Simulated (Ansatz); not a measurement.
# Work function of K(110): what the settings cost and change

How far do functional and pseudopotentials move the work function of K(110), and at what cost?

Program: Ansatz 0.2.0. Level of theory: plane-wave DFT, PBE, Ansatz PAW, in the first sound run; inputs show where later runs differ. Results are calculated unless marked as measured.

## 1. The starting structure

The cell holds 7 atoms: 7 K. Its edges and angles: a = 4.529 Å, b = 4.529 Å, c = 40.189 Å, α = 90.0°, β = 90.0°, γ = 70.5°. Vacuum lies along c.

Structure file:

```cif
data_structure
_symmetry_space_group_name_H-M 'P 1'
_symmetry_Int_Tables_number 1
_cell_length_a 4.5293
_cell_length_b 4.5293
_cell_length_c 40.1890
_cell_angle_alpha 90.000
_cell_angle_beta 90.000
_cell_angle_gamma 70.529
_cell_volume 777.31
loop_
_atom_site_label
_atom_site_type_symbol
_atom_site_fract_x
_atom_site_fract_y
_atom_site_fract_z
_atom_site_occupancy
K1 K 0.00000 0.00000 0.22394 1
K2 K 0.50000 0.50000 0.31596 1
K3 K 0.00000 0.00000 0.40798 1
K4 K 0.50000 0.50000 0.50000 1
K5 K 0.00000 0.00000 0.59202 1
K6 K 0.50000 0.50000 0.68404 1
K7 K 0.00000 0.00000 0.77606 1
```

## 2. Slab, setting PBE, Ansatz PAW (420 eV)

A work function rests on the faint tail of the density, so the SCF threshold is tight. PBE on the default files comes first; the next runs keep the geometry and change functional or files, each at the cutoff that its files recommend; a relaxation and, for heavy metals, spin-orbit coupling close the ladder.

The input, input.yaml:

```yaml
crystal:
  lattice:
    - [3.6981684656, -2.615, 0.0]
    - [3.6981684656, 2.615, 0.0]
    - [0.0, 0.0, 40.1890107936]
  atoms:
    - { symbol: K, position: [0.0, 0.0, 0.2239418145] }
    - { symbol: K, position: [0.5, 0.5, 0.3159612097] }
    - { symbol: K, position: [0.0, 0.0, 0.4079806048] }
    - { symbol: K, position: [0.5, 0.5, 0.5] }
    - { symbol: K, position: [0.0, 0.0, 0.5920193952] }
    - { symbol: K, position: [0.5, 0.5, 0.6840387903] }
    - { symbol: K, position: [0.0, 0.0, 0.7760581855] }
kpoints:
  mp_grid: { grid: [10, 10, 1] }
hamiltonian:
  xc: pbe
scf:
  occupations: { method: fermi_dirac, width: 0.1 }
  convergence: { dr2_threshold: 1.0e-09 }
efield:
  axis: 3
  dipole_correction: true
  ramp_position: 0.97
  ramp_width: 0.06
output:
  write_potential: true
  write_density: true
  volumetric_format: npy
  elf: true
```

On the command line:

```console
$ ansatz run input.yaml --threads 2 --pin off --max-ram 3072MiB --backend cpu --events-out ev --progress --plain --runs-dir out
```

Numbers of over 12 decimals in the logs are rounded to 6 here.

Output:

```text
Engine: ansatz 0.2.0, aarch64-unknown-linux-gnu
Pseudopotentials: kind: paw
Pseudopotential: K, paw, valence charge 9, recommended cutoff 420 eV (normal), K.paw.azcp
Functional definition: PBE
  parameter kappa = 0.804
  parameter beta = 0.066725
  exchange = pbe_x(kappa = kappa, mu = beta*pi^2/3)
  correlation = pbe_c(beta = beta)
Crystal: 7 atoms, lattice volume = 777.313 Å³
Basis set: ecut = 420 eV, 15259 PW (Γ)
Bands: 39, of which v1, the nominal top of the filled ones, is band 32 counted from 1 (31 counted from 0)
Symmetry: 4 space group operations
k-points: 31 of 100
Non-local potential: K, projectors of the file, l = 0: 3, l = 1: 2, l = 2: 2
PAW form: soft (Blöchl's): semilocal exchange-correlation on the pseudo side does not see the compensation charge
PAW one-centre angular grid: K, 110 points (default); XC on 64 Gauss nodes
Initial density: superposition of atomic densities (neutral atoms: chi_scale 0, normalization atom), corrected by the library's trained network
Initial wavefunctions: pseudopotential atomic-orbital guess
Functional: x = pbe(κ = 0.804, μ = 0.219515), c = pbe(β = 0.066725)
SCF iter   1: F=—  HF=-10764.320070 eV  |F-HF|=—  |Δ(HF+E_count)|=         —  Δρ=5.97e-4  dr2=3.02e-1  ethr=1.77e-3  p=0.000 e·Å  D=2.20e-14 V/Å  ΔV_dip=-0.00 eV  dr2_dipole=6.01e-8  V_vac-E_F(+/−)=2.60/2.60 eV  ⟨swp⟩=12.4  Hψ=6094  notcnv=0
efield: sawtooth ramp at fractional position 0.9700 (set: `efield.ramp_position`, or a place that a band, a saddle search or an elastic batch's reference lends), width 0.0600; the density the first Hamiltonian is built on has a dipole p = 0.000 e·Å; the dipole correction subtracts the counter field D = 2.20e-14 V/Å, which shifts the + side's vacuum level by -0.00 eV against the − side's; the planar-averaged density in the ramp window peaks in size at 1.6e-5 e/Å³
preconditioner: auto → LDOS  [metal: Δε(μ)=0.021 eV  Ē_g=1.863 eV  σ=0.100 eV  W_gap=0.05  n_scr=88 (ndim 8)  ℏωp=3.5 eV  f_vac=0.333  D(μ)=5.68/eV (n_scr^D=14)  β→1.0]
SCF iter   2: F=—  HF=-10764.312512 eV  |F-HF|=—  |Δ(HF+E_count)|=   7.56e-3  Δρ=2.07e-4  dr2=7.64e-4  ethr=4.80e-4  p=-0.000 e·Å  D=-1.40e-6 V/Å  ΔV_dip=0.00 eV  dr2_dipole=1.10e-7  V_vac-E_F(+/−)=2.41/2.41 eV  ⟨swp⟩=1.3  Hψ=1470  notcnv=0
SCF iter   3: F=—  HF=-10764.312729 eV  |F-HF|=—  |Δ(HF+E_count)|=   2.17e-4  Δρ=1.75e-4  dr2=2.91e-4  ethr=1.21e-6  p=0.000 e·Å  D=2.51e-7 V/Å  ΔV_dip=-0.00 eV  dr2_dipole=8.48e-11  V_vac-E_F(+/−)=2.40/2.40 eV  ⟨swp⟩=2.7  Hψ=2125  notcnv=0
SCF iter   4: F=—  HF=-10764.312691 eV  |F-HF|=—  |Δ(HF+E_count)|=   3.79e-5  Δρ=6.48e-5  dr2=6.87e-5  ethr=4.62e-7  p=0.000 e·Å  D=2.46e-8 V/Å  ΔV_dip=-0.00 eV  dr2_dipole=1.34e-14  V_vac-E_F(+/−)=2.40/2.40 eV  ⟨swp⟩=2.1  Hψ=1969  notcnv=0
SCF iter   5: F=—  HF=-10764.312684 eV  |F-HF|=—  |Δ(HF+E_count)|=   6.44e-6  Δρ=1.92e-5  dr2=6.02e-6  ethr=1.09e-7  p=-0.000 e·Å  D=-9.12e-8 V/Å  ΔV_dip=0.00 eV  dr2_dipole=2.49e-10  V_vac-E_F(+/−)=2.39/2.39 eV  ⟨swp⟩=2.2  Hψ=1951  notcnv=0
SCF iter   6: F=—  HF=-10764.312836 eV  |F-HF|=—  |Δ(HF+E_count)|=   1.51e-4  Δρ=4.20e-6  dr2=3.67e-7  ethr=9.56e-9  p=-0.000 e·Å  D=-5.18e-8 V/Å  ΔV_dip=0.00 eV  dr2_dipole=1.44e-11  V_vac-E_F(+/−)=2.39/2.39 eV  ⟨swp⟩=2.6  Hψ=2224  notcnv=0
SCF iter   7: F=—  HF=-10764.312836 eV  |F-HF|=—  |Δ(HF+E_count)|=   4.15e-8  Δρ=9.59e-7  dr2=2.46e-8  ethr=5.83e-10  p=-0.000 e·Å  D=-2.45e-8 V/Å  ΔV_dip=0.00 eV  dr2_dipole=1.20e-12  V_vac-E_F(+/−)=2.39/2.39 eV  ⟨swp⟩=2.2  Hψ=2048  notcnv=0
SCF iter   8: F=—  HF=-10764.312836 eV  |F-HF|=—  |Δ(HF+E_count)|=   4.35e-9  Δρ=6.34e-7  dr2=4.59e-9  ethr=3.91e-11  p=-0.000 e·Å  D=-7.43e-9 V/Å  ΔV_dip=0.00 eV  dr2_dipole=3.99e-13  V_vac-E_F(+/−)=2.39/2.39 eV  ⟨swp⟩=2.5  Hψ=2239  notcnv=0
SCF iter   9: F=-10764.312836 eV  HF=-10764.312836 eV  |F-HF|=5.82e-11  |Δ(HF+E_count)|=  1.09e-10  Δρ=9.78e-8  dr2=3.44e-10  ethr=1.59e-12  p=0.000 e·Å  D=7.31e-10 V/Å  ΔV_dip=-0.00 eV  dr2_dipole=8.63e-13  V_vac-E_F(+/−)=2.39/2.39 eV  ⟨swp⟩=8.1  Hψ=3486  notcnv=0
SCF 1 converged in 9 iterations: F = -10764.312836 eV  dr2 = 3.44e-10
  greatest PAW one-centre occupation: 0.988 electrons in one spin orbital (limit 2), on the K atom at site 0 (counted from 0), in its partial waves of l = 0
WARN: The output density's exchange-correlation potential varies sharply where the density is thin. Do not read a vacuum level from v_tot or v_xc, or from such a field of the output density. On a cell that repeats whose density bears no net charge and no dipole along the vacuum's axis use v_es (v_loc + v_h of the components); under efield.dipole_correction with no amplitude use v_es + v_field, which holds any externa [...]
SCF converged after 9 iterations
Free energy (F): -10764.312836 eV
Harris-Foulkes:  -10764.312836 eV  (|F-HF|=5.82e-11)
Internal energy: -10764.125245 eV  (E = F + TS)
E sigma→0 (E₀):  -10764.219041 eV
Entropy (-TS):   -0.187590 eV (-26.799 meV/atom)
Fermi energy:    0.401692 eV
Dipole field:    D = -0.000001 V/Å  (p = -0.000003 e·Å, saw-weighted, corrected)
Work function:   Φ+ = 2.3908 eV   Φ− = 2.3908 eV
Levels:          The Fermi level and band energies are counted from a zero that moves with the ramp; work functions are not
--- Per-component energies (eV) ---
  E_band       = -1087.810733
  E_kinetic    = 1765.608722
  E_local      = -21478.302269  (includes V_loc(G=0)·N_el)
  E_nonlocal   = 90.683998
  E_hartree    = 9938.869776
  E_xc         = -936.258754
  E_vxc        = -1141.214174  (∫ρ·V_xc dr)
  E_paw        = -5472.970408  (= ΣΔE_a)
  E_vpaw       = -202.324170  (= ΣTr[D̂ρ^β])
  E_aug_tail   = -0.000024  (compensation charges beyond the density's cutoff)
  E_efield     = 0.000000  (sawtooth field / dipole correction)
  E_vefield    = 0.000000  (∫n·V_field dr)
  E_ewald      = 5328.243713
  E_smearing   = -0.187590  (= −TS)
  E_closure    = 0.000000  (closes the sum)
  Σ components = -10764.312836   (vs F -10764.312836, Δ=0.00e0)
--- Band table (eV; the first three rows and the last of 31) ---
  k-point 0: bands = [... 28 lower, -1.7453, -1.5990, -1.3563, -1.0167, -0.5947, -0.1089, 0.4089, 1.0620, ... 3 higher]
  k-point 1: bands = [... 28 lower, -1.6502, -1.5049, -1.2637, -0.9259, -0.5058, -0.0219, 0.4944, 1.1155, ... 3 higher]
  k-point 2: bands = [... 28 lower, -1.3698, -1.2275, -0.9909, -0.6590, -0.2452, 0.2322, 0.7419, 1.2748, ... 3 higher]
  k-point 30: bands = [... 28 lower, 0.8971, 1.0461, 1.1244, 1.1933, 1.2820, 1.3119, 1.4854, 1.5777, ... 3 higher]
```

It took 2.3 min on 2 threads of Arm Neoverse N1, shared host; peak memory 1.3 GiB.

Reading the cycles: dr2 is the Hartree energy of the density residual (eV), the measure of convergence; HF is the Harris–Foulkes estimate of the energy, which meets the free energy F at convergence.

This step gave:

| Item | Value |
| --- | --- |
| energy at zero smearing | -10764.2190 eV |
| work function, upper face | 2.391 eV |

Running mean over 3.698 Å of the planar mean; the ramp of the sawtooth is left out. Electron's electrostatic potential energy less the Fermi level against z:

z (Å), electron's electrostatic potential energy less the Fermi level (eV) and a bar from the least value:
```
        4       2.38 ##############################
        5       2.32 #############################
        6       2.06 ###########################
        7       0.91 ################
        8      -0.59 ##
        9      -0.81 
       10      -0.73 #
       11      -0.68 #
       12      -0.68 #
       13      -0.69 #
       14      -0.68 #
       15      -0.68 #
       16      -0.68 #
       17      -0.68 #
       18      -0.68 #
       19      -0.69 #
       20      -0.69 #
       21      -0.69 #
       22      -0.68 #
       23      -0.68 #
       24      -0.68 #
       25      -0.68 #
       26      -0.68 #
       27      -0.68 #
       28      -0.68 #
       29      -0.68 #
       30      -0.72 #
       31      -0.80 
       32      -0.69 #
       33       0.54 #############
       34       1.96 ##########################
       35       2.29 #############################
       36       2.37 ##############################
```

ELF in the ca plane at fractional y = 0.000, with atoms of K within 0.2 Å of it. It is the smooth field of the valence electrons, not physical close to the nuclei.

Ten even steps from '0' (0.01) to '9' (0.87), each cell a mean:
```
45553004998996102555545541028998983000110000
34454102699984003554434442005999961001110000
23344200256631014543223443101466520001210000
22345420001100135543222344310011000122211000
22345542100001355542222345532100012343211000
22345654321123566543222345554322334554311000
22345553211113456542222345543211123444311000
22345531000000245542222345420000000233211000
22345310023310024543223344100133200012211000
33454101489862003554333442003799840001210000
44553103899995102555444441017999982000110000
55553004997897102555555541028977994000110000
```
Columns run along c (16.0 Å, from fractional 0.50 to 0.90 of the cell), rows up along a (4.5 Å). Atoms in or near the plane, at fractional coordinates: K at (0.59, 0.00), K at (0.78, 0.00).

Valence density in the ca plane at fractional y = 0.000, with atoms of K within 0.2 Å of it. It is the smooth field of the valence electrons, not physical close to the nuclei.

Values in e/Å³, 7 rows by 16 columns, each cell a mean:
```
0.0 0.0 0.1 2.2 1.6 0.0 0.0 0.0 0.0 0.0 1.0 2.7 0.2 0.0 0.0 0.0
0.0 0.0 0.0 0.3 0.2 0.0 0.0 0.0 0.0 0.0 0.1 0.4 0.0 0.0 0.0 0.0
0.0 0.0 0.0 0.0 0.0 0.0 0.0 0.0 0.0 0.0 0.0 0.0 0.0 0.0 0.0 0.0
0.0 0.0 0.0 0.0 0.0 0.0 0.0 0.0 0.0 0.0 0.0 0.0 0.0 0.0 0.0 0.0
0.0 0.0 0.0 0.0 0.0 0.0 0.0 0.0 0.0 0.0 0.0 0.0 0.0 0.0 0.0 0.0
0.0 0.0 0.0 0.7 0.5 0.0 0.0 0.0 0.0 0.0 0.3 0.8 0.1 0.0 0.0 0.0
0.0 0.0 0.1 2.8 2.1 0.0 0.0 0.0 0.0 0.0 1.3 3.4 0.3 0.0 0.0 0.0
```
Columns run along c (16.0 Å, from fractional 0.50 to 0.90 of the cell), rows up along a (4.5 Å). Atoms in or near the plane, at fractional coordinates: K at (0.59, 0.00), K at (0.78, 0.00).

Electrostatic potential energy in the ca plane at fractional y = 0.000, with atoms of K within 0.2 Å of it. With pseudopotentials it is smooth inside the atoms' cores, unlike the true potential.

Ten even steps from '0' (-38 eV) to '9' (3 eV), each cell a mean:
```
99999998400027999999999999986100068999999999
99999998741268999999999999998522478999999999
99999999887789999999999999999877889999999999
99999999999999999999999999999999999999999999
99999999999999999999999999999999999999999999
99999999999999999999999999999999999999999999
99999999999999999999999999999999999999999999
99999999999999999999999999999999999999999999
99999999988889999999999999999888899999999999
99999999864578999999999999998755689999999999
99999998610047999999999999987300278999999999
99999998400016899999999999986000058999999999
```
Columns run along c (16.0 Å, from fractional 0.50 to 0.90 of the cell; values clipped at the 3rd and 97th percentile), rows up along a (4.5 Å). Atoms in or near the plane, at fractional coordinates: K at (0.59, 0.00), K at (0.78, 0.00).

The work function is 2.391 eV.

## 3. Run

This step: plane-wave DFT, LDA, Ansatz PAW (Ansatz 0.2.0).

Edit input.yaml of step 2 so:

```diff
@@ -16,3 +16,3 @@
 hamiltonian:
-  xc: pbe
+  xc: lda
 scf:
@@ -29,2 +29 @@
   volumetric_format: npy
-  elf: true
```

Output:

```text
[...]
Crystal: 7 atoms, lattice volume = 777.313 Å³
Basis set: ecut = 420 eV, 15259 PW (Γ)
Bands: 39, of which v1, the nominal top of the filled ones, is band 32 counted from 1 (31 counted from 0)
Symmetry: 4 space group operations
k-points: 31 of 100
[...]
k-point 1: bands = [... 28 lower, -1.8314, -1.6852, -1.4431, -1.1043, -0.6833, -0.1989, 0.3157, 0.9875, ... 3 higher]
  k-point 2: bands = [... 28 lower, -1.5495, -1.4064, -1.1691, -0.8361, -0.4210, 0.0578, 0.5686, 1.1423, ... 3 higher]
  k-point 30: bands = [... 28 lower, 0.6861, 0.8392, 0.9949, 1.0612, 1.0822, 1.1754, 1.3430, 1.3897, ... 3 higher]
[key lines of the parts left out:]
SCF converged after 9 iterations
Free energy (F): -10473.465292 eV
Fermi energy:    0.228253 eV
Dipole field:    D = -0.000001 V/Å  (p = -0.000003 e·Å, saw-weighted, corrected)
Work function:   Φ+ = 2.5192 eV   Φ− = 2.5192 eV
```

The job ended after 2.2 min (2 threads; peak memory 1.3 GiB; 3.8 min of CPU time).

The work function is 2.519 eV, +0.128 eV from the run “PBE, Ansatz PAW (420 eV)”, at 0.98 times its CPU time.

## 4. Slab

This step: plane-wave DFT, PBEsol, Ansatz PAW (Ansatz 0.2.0).

Edit input.yaml of step 3 so:

```diff
@@ -16,3 +16,3 @@
 hamiltonian:
-  xc: lda
+  xc: pbesol
 scf:
```

Output:

```text
[...]
Crystal: 7 atoms, lattice volume = 777.313 Å³
Basis set: ecut = 420 eV, 15259 PW (Γ)
Bands: 39, of which v1, the nominal top of the filled ones, is band 32 counted from 1 (31 counted from 0)
Symmetry: 4 space group operations
k-points: 31 of 100
[...]
k-point 1: bands = [... 28 lower, -1.6877, -1.5424, -1.3012, -0.9629, -0.5421, -0.0583, 0.4564, 1.0763, ... 3 higher]
  k-point 2: bands = [... 28 lower, -1.4072, -1.2650, -1.0285, -0.6959, -0.2814, 0.1957, 0.7038, 1.2358, ... 3 higher]
  k-point 30: bands = [... 28 lower, 0.8600, 1.0093, 1.0863, 1.1545, 1.2457, 1.2730, 1.4474, 1.5424, ... 3 higher]
[key lines of the parts left out:]
SCF converged after 10 iterations
Free energy (F): -10611.994560 eV
Fermi energy:    0.364429 eV
Dipole field:    D = 0.000000 V/Å  (p = 0.000002 e·Å, saw-weighted, corrected)
Work function:   Φ+ = 2.4100 eV   Φ− = 2.4100 eV
```

Wall time 2.2 min (2 threads); peak memory 1.3 GiB; 3.9 min of CPU time.

The work function is 2.410 eV, +0.019 eV from the run “PBE, Ansatz PAW (420 eV)”, at 0.99 times its CPU time.

## 5. Slab

This step: plane-wave DFT, RPBE, Ansatz PAW (Ansatz 0.2.0).

Edit input.yaml of step 4 so:

```diff
@@ -16,3 +16,3 @@
 hamiltonian:
-  xc: pbesol
+  xc: rpbe
 scf:
```

Output:

```text
[...]
Crystal: 7 atoms, lattice volume = 777.313 Å³
Basis set: ecut = 420 eV, 15259 PW (Γ)
Bands: 39, of which v1, the nominal top of the filled ones, is band 32 counted from 1 (31 counted from 0)
Symmetry: 4 space group operations
k-points: 31 of 100
[...]
k-point 1: bands = [... 28 lower, -1.5350, -1.3903, -1.1500, -0.8134, -0.3945, 0.0884, 0.6043, 1.1942, ... 3 higher]
  k-point 2: bands = [... 28 lower, -1.2557, -1.1141, -0.8783, -0.5475, -0.1352, 0.3405, 0.8482, 1.3560, ... 3 higher]
  k-point 30: bands = [... 28 lower, 1.0265, 1.1723, 1.2053, 1.2753, 1.3959, 1.4028, 1.5716, 1.6897, ... 3 higher]
[key lines of the parts left out:]
SCF converged after 10 iterations
Free energy (F): -10794.393152 eV
Fermi energy:    0.508908 eV
Dipole field:    D = -0.000001 V/Å  (p = -0.000003 e·Å, saw-weighted, corrected)
Work function:   Φ+ = 2.3161 eV   Φ− = 2.3162 eV
```

Run time: 2.2 min. Hardware: 2 threads; peak memory 1.3 GiB.

The work function is 2.316 eV, -0.075 eV from the run “PBE, Ansatz PAW (420 eV)”, at 0.99 times its CPU time.

## 6. Run

This step: plane-wave DFT, r2SCAN, Ansatz PAW (Ansatz 0.2.0).

Edit input.yaml of step 5 so:

```diff
@@ -16,3 +16,3 @@
 hamiltonian:
-  xc: rpbe
+  xc: r2scan
 scf:
```

Output:

```text
[...]
Crystal: 7 atoms, lattice volume = 777.313 Å³
Basis set: ecut = 500 eV, 19799 PW (Γ), exchange–correlation on 144×144×1200 points (64 copies of the dense FFT grid, shifted against one another)
Bands: 39, of which v1, the nominal top of the filled ones, is band 32 counted from 1 (31 counted from 0)
Symmetry: 4 space group operations
k-points: 31 of 100
[...]
k-point 1: bands = [... 28 lower, -1.7444, -1.5909, -1.3339, -0.9722, -0.5213, -0.0025, 0.5497, 1.1184, ... 3 higher]
  k-point 2: bands = [... 28 lower, -1.4455, -1.2951, -1.0430, -0.6877, -0.2442, 0.2658, 0.8057, 1.3001, ... 3 higher]
  k-point 30: bands = [... 28 lower, 1.0650, 1.1287, 1.2044, 1.2181, 1.3392, 1.4577, 1.5387, 1.7515, ... 3 higher]
[key lines of the parts left out:]
SCF converged after 10 iterations
Free energy (F): -10797.120030 eV
Fermi energy:    0.443922 eV
Dipole field:    D = 0.000000 V/Å  (p = 0.000001 e·Å, saw-weighted, corrected)
Work function:   Φ+ = 2.3824 eV   Φ− = 2.3825 eV
```

Run time: 4.7 min. Hardware: 2 threads; peak memory 2.7 GiB.

The work function is 2.382 eV, -0.008 eV from the run “PBE, Ansatz PAW (420 eV)”, at 2.1 times its CPU time.

## 7. Run

This step: plane-wave DFT, PBE, JTH PAW (Ansatz 0.2.0).

Edit input.yaml of step 6 so:

```diff
@@ -16,3 +16,4 @@
 hamiltonian:
-  xc: r2scan
+  xc: pbe
+  pseudopotentials: { kind: paw, source: jth }
 scf:
```

Output:

```text
[...]
k-point 1: bands = [... 28 lower, -1.6429, -1.4975, -1.2562, -0.9183, -0.4981, -0.0139, 0.5028, 1.1230, ... 3 higher]
  k-point 2: bands = [... 28 lower, -1.3624, -1.2201, -0.9834, -0.6513, -0.2374, 0.2402, 0.7502, 1.2827, ... 3 higher]
  k-point 30: bands = [... 28 lower, 0.9065, 1.0553, 1.1318, 1.2008, 1.2910, 1.3199, 1.4938, 1.5867, ... 3 higher]
[key lines of the parts left out:]
SCF converged after 10 iterations
Free energy (F): -10762.858154 eV
Fermi energy:    0.409778 eV
Dipole field:    D = 0.000001 V/Å  (p = 0.000004 e·Å, saw-weighted, corrected)
Work function:   Φ+ = 2.3910 eV   Φ− = 2.3910 eV
```

The job ended after 4.6 min (2 threads; peak memory 2.5 GiB).

The work function is 2.391 eV, +0.000 eV from the run “PBE, Ansatz PAW (420 eV)”, at 2.1 times its CPU time.

## 8. Slab

This step: plane-wave DFT, PBE, norm-conserving (Ansatz 0.2.0).

Edit input.yaml of step 7 so:

```diff
@@ -17,3 +17,3 @@
   xc: pbe
-  pseudopotentials: { kind: paw, source: jth }
+  pseudopotentials: { kind: nc }
 scf:
```

Output:

```text
[...]
Crystal: 7 atoms, lattice volume = 777.313 Å³
Basis set: ecut = 850 eV, 43823 PW (Γ)
Bands: 39, of which v1, the nominal top of the filled ones, is band 32 counted from 1 (31 counted from 0)
Symmetry: 4 space group operations
k-points: 31 of 100
[...]
k-point 1: bands = [... 28 lower, -1.6199, -1.4745, -1.2334, -0.8956, -0.4755, 0.0085, 0.5248, 1.1457, ... 3 higher]
  k-point 2: bands = [... 28 lower, -1.3395, -1.1972, -0.9606, -0.6286, -0.2148, 0.2625, 0.7723, 1.3051, ... 3 higher]
  k-point 30: bands = [... 28 lower, 0.9276, 1.0765, 1.1547, 1.2235, 1.3124, 1.3422, 1.5157, 1.6081, ... 3 higher]
[key lines of the parts left out:]
SCF converged after 10 iterations
Free energy (F): -5383.416817 eV
Fermi energy:    0.432037 eV
Dipole field:    D = 0.000001 V/Å  (p = 0.000003 e·Å, saw-weighted, corrected)
Work function:   Φ+ = 2.3908 eV   Φ− = 2.3908 eV
```

The job ended after 5.6 min (2 threads; peak memory 2.2 GiB).

The work function is 2.391 eV, -0.000 eV from the run “PBE, Ansatz PAW (420 eV)”, at 2.6 times its CPU time.

[end of part 1 of 2]

[Logs are printed without paths, hosts, clocks, repeated set-up lines and the standing remarks that a program may print on its own settings, such as how far it seeks lower states.]

[Hosts, paths, dates, database ids (printed as entryN), source tags and the programs' standing remarks are cut or masked in the printed files.]

[Maps of the electrostatic potential energy from Ansatz leave out the sawtooth potential of an applied field or a dipole correction, so their vacuum need not be flat; planar profiles and work functions include it.]
